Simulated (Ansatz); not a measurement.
# 3-layer 1T-SnSe2 (AB) in a perpendicular field, part 2 of 2

Aim: how the 3-layer 1T-SnSe2 (AB) screens a field along its normal, and what the field does to its bands. A positive field points along +c.

Ansatz 0.2.0; plane-wave DFT, PBE-D3(BJ), Ansatz PAW.

So far, gap along the path (eV): step 3 (single point, field 0, start network) 0.457; step 7 (field -0.1 V/Å) 0.440; step 8 (field 0.2 V/Å) 0.196; step 9 (field -0.2 V/Å) 0.355; step 10 (field 0.3 V/Å) 0.120.

### 11. Single point, field -0.3 V/Å

Contents of input.yaml:

```yaml
crystal:
  lattice:
    - [3.8227809573, 0.0, 0.0]
    - [-1.9113904787, 3.3106254222, 0.0]
    - [0.0, 0.0, 34.2997801933]
  atoms:
    - { symbol: Se, position: [0.6666666667, 0.3333333333, 0.2623923521] }
    - { symbol: Sn, position: [0.0, 0.0, 0.3090209053] }
    - { symbol: Se, position: [0.3333333333, 0.6666666667, 0.3556190145] }
    - { symbol: Se, position: [0.0, 0.0, 0.4440316587] }
    - { symbol: Sn, position: [0.3333333333, 0.6666666667, 0.4906469072] }
    - { symbol: Se, position: [0.6666666667, 0.3333333333, 0.5373131413] }
    - { symbol: Se, position: [0.6666666667, 0.3333333333, 0.6441815767] }
    - { symbol: Sn, position: [0.0, 0.0, 0.6909032087] }
    - { symbol: Se, position: [0.3333333333, 0.6666666667, 0.7376076479] }
kpoints:
  mp_grid: { grid: [12, 12, 1] }
  band_path:
    path: [[0, 0, 0], [0.5, 0, 0], [0.33333333, 0.33333333, 0], [0, 0, 0]]
    npoints: 16
hamiltonian:
  xc: pbe
  dispersion: d3bj
scf:
  occupations: { method: fermi_dirac, width: 0.02585 }
  convergence: { dr2_threshold: 1.0e-10 }
efield:
  axis: 3
  dipole_correction: true
  ramp_position: 0.9658
  ramp_width: 0.0683
  amplitude: -0.3
output:
  write_potential: true
  write_density: true
  volumetric_format: npy
```

Run with:

```bash
ansatz run input.yaml --threads 4 --pin off --max-ram 8192MiB --backend cpu --events-out ev --progress --plain --runs-dir out
```

It took 63 s on 4 threads of Arm Neoverse V1, shared host; peak memory 1.6 GiB; 4.2 min of CPU time.

The dipole is -0.348 e·Å, and the gap 0.209 eV.

### 12. Atoms held, field 0.4 V/Å

input.yaml, as its differences from that of step 11:

```diff
@@ -29,5 +29,5 @@
   dipole_correction: true
-  ramp_position: 0.9658
-  ramp_width: 0.0683
-  amplitude: -0.3
+  ramp_position: 0.9388
+  ramp_width: 0.1224
+  amplitude: 0.4
 output:
```

The job ended after 64 s (4 threads; peak memory 1.6 GiB; 4.2 min of CPU time).

The dipole is 0.480 e·Å, and the gap 0.078 eV.

### 13. Atoms held, field -0.4 V/Å

input.yaml, as its differences from that of step 12:

```diff
@@ -31,3 +31,3 @@
   ramp_width: 0.1224
-  amplitude: 0.4
+  amplitude: -0.4
 output:
```

Run time: 67 s. Hardware: 4 threads; peak memory 1.6 GiB.

The dipole is -0.471 e·Å, and the gap 0.127 eV.

### 14. Response, atoms held

This step: plane-wave DFT, PBE-D3(BJ), Ansatz PAW; response to a field along the normal, atoms held (Ansatz 0.2.0).

The dipoles give the slope, and the difference of two potentials shows where the field is screened.

This step gave:

```yaml
equivalent_conductor_thickness_p_eps_0ae: 16.44 Å
distance_between_the_outer_atoms: 16.30 Å
```

Dipole of the cell against applied field:

| applied field (V/Å) | dipole of the cell (e·Å) |
| --- | --- |
| -0.400 | -0.471 |
| -0.300 | -0.348 |
| -0.200 | -0.231 |
| -0.100 | -0.115 |
| -0.050 | -0.0578 |
| 0.000 | -3.5e-4 |
| 0.050 | 0.0571 |
| 0.100 | 0.115 |
| 0.200 | 0.232 |
| 0.300 | 0.355 |
| 0.400 | 0.480 |

Local field over the applied field, running mean. From the potentials at -0.05 and 0.05 V/Å; running mean over 2.8 Å. Table of local field over applied field by z:

| z (Å) | local field over applied field |
| --- | --- |
| 4.5 | 0.998 |
| 5.0 | 0.995 |
| 5.5 | 0.985 |
| 6.0 | 0.958 |
| 6.5 | 0.896 |
| 7.0 | 0.784 |
| 7.5 | 0.633 |
| 8.0 | 0.468 |
| 8.5 | 0.305 |
| 9.0 | 0.174 |
| 9.5 | 0.0939 |
| 10.0 | 0.0549 |
| 10.5 | 0.0376 |
| 11.0 | 0.0430 |
| 11.5 | 0.0663 |
| 12.0 | 0.104 |
| 12.5 | 0.160 |
| 13.0 | 0.216 |
| 13.5 | 0.245 |
| 14.0 | 0.242 |
| 14.5 | 0.207 |
| 15.0 | 0.148 |
| 15.5 | 0.0922 |
| 16.0 | 0.0552 |
| 16.5 | 0.0349 |
| 17.0 | 0.0319 |
| 17.5 | 0.0459 |
| 18.0 | 0.0752 |
| 18.5 | 0.136 |
| 19.0 | 0.223 |
| 19.5 | 0.309 |
| 20.0 | 0.357 |
| 20.5 | 0.357 |
| 21.0 | 0.312 |
| 21.5 | 0.228 |
| 22.0 | 0.140 |
| 22.5 | 0.0803 |
| 23.0 | 0.0504 |
| 23.5 | 0.0367 |
| 24.0 | 0.0402 |
| 24.5 | 0.0641 |
| 25.0 | 0.116 |
| 25.5 | 0.219 |
| 26.0 | 0.366 |
| 26.5 | 0.534 |
| 27.0 | 0.696 |
| 27.5 | 0.835 |
| 28.0 | 0.928 |
| 28.5 | 0.972 |
| 29.0 | 0.990 |
| 29.5 | 0.997 |
| 30.0 | 0.999 |

The induced electron density oscillates, so the rows of the table below give means over 3.14 Å (shorter at the two ends). Its distinct maxima (Å: e/Å³ per V/Å): 8.0: 0.00351, 11.1: 0.00101, 14.4: 0.00193, 17.4: 8.2e-4, 21.2: 0.00257, 24.3: 9.4e-4. Distinct minima: 10.0: -0.00100, 13.0: -0.00190, 16.3: -8.5e-4, 19.4: -0.00253, 23.2: -9.2e-4, 26.3: -0.00355.

Electrons, planar mean, per unit field. The induced electron density by z; means over each step:

z (Å), induced electron density (e/Å³ per V/Å) and a bar from the least value:
```
     5.57    0.00025 #################
     8.71    0.00138 ##############################
    11.85   -0.00052 #########
    14.99    0.00053 ####################
    18.13   -0.00065 #######
    21.27    0.00077 #######################
    24.41   -0.00046 #########
    27.55   -0.00129
```

The smaller of the gaps on the path and on the k-mesh, counted as 0 under 0.03 eV. Gap against applied field:

| applied field (V/Å) | gap (eV) |
| --- | --- |
| -0.400 | 0.127 |
| -0.300 | 0.209 |
| -0.200 | 0.355 |
| -0.100 | 0.441 |
| -0.050 | 0.456 |
| 0.000 | 0.457 |
| 0.050 | 0.408 |
| 0.100 | 0.333 |
| 0.200 | 0.196 |
| 0.300 | 0.120 |
| 0.400 | 0.0785 |

By hand: between -0.05 and 0.05 V/Å the dipole changes by 0.1149 e·Å, a slope of 1.149 e·Å²/V. A perfect conductor of thickness t has p = ε₀AEt, so t = 180.95 × 1.149 / 12.656 = 16.43 Å (e/ε₀ = 180.95 V·Å, A in Å²).

The induced dipole is that of a conductor 16.44 Å thick.

### 15. Summary of results

| Item | Value |
| --- | --- |
| gap without field | 0.457 eV |
| ionisation energy, upper face | 5.92 eV |
| electron affinity, upper face | 5.47 eV |
| equivalent conductor thickness, atoms held | 16.4 Å |

In words: The induced dipole equals that of a perfect conductor 16.44 Å thick, while the outer atoms lie 16.30 Å apart; an out-of-plane ε follows only once a thickness t is chosen, by 1 − 1/ε = 16.44 Å / t. The gap goes from 0.46 eV to 0.13 eV at -0.4 V/Å. With the field reversed it is 0.08 eV at 0.4 V/Å. Semilocal functionals give gaps that are too small, and excitons are not included. Atoms moved by up to 2.0 Å in the relaxation, so the end structure is to be read from its coordinates and not from the name. Spin-orbit coupling is left out, which matters for the bands of elements this heavy.

[Long decimals in the printed logs are rounded to 6 places.]

[Logs are printed without paths, hosts, clocks, repeated set-up lines and the standing remarks that a program may print on its own settings, such as how far it seeks lower states.]

[Hosts, paths, dates, database ids (printed as entryN), source tags and the programs' standing remarks are cut or masked in the printed files.]

[Maps of the electrostatic potential energy from Ansatz leave out the sawtooth potential of an applied field or a dipole correction, so their vacuum need not be flat; planar profiles and work functions include it.]
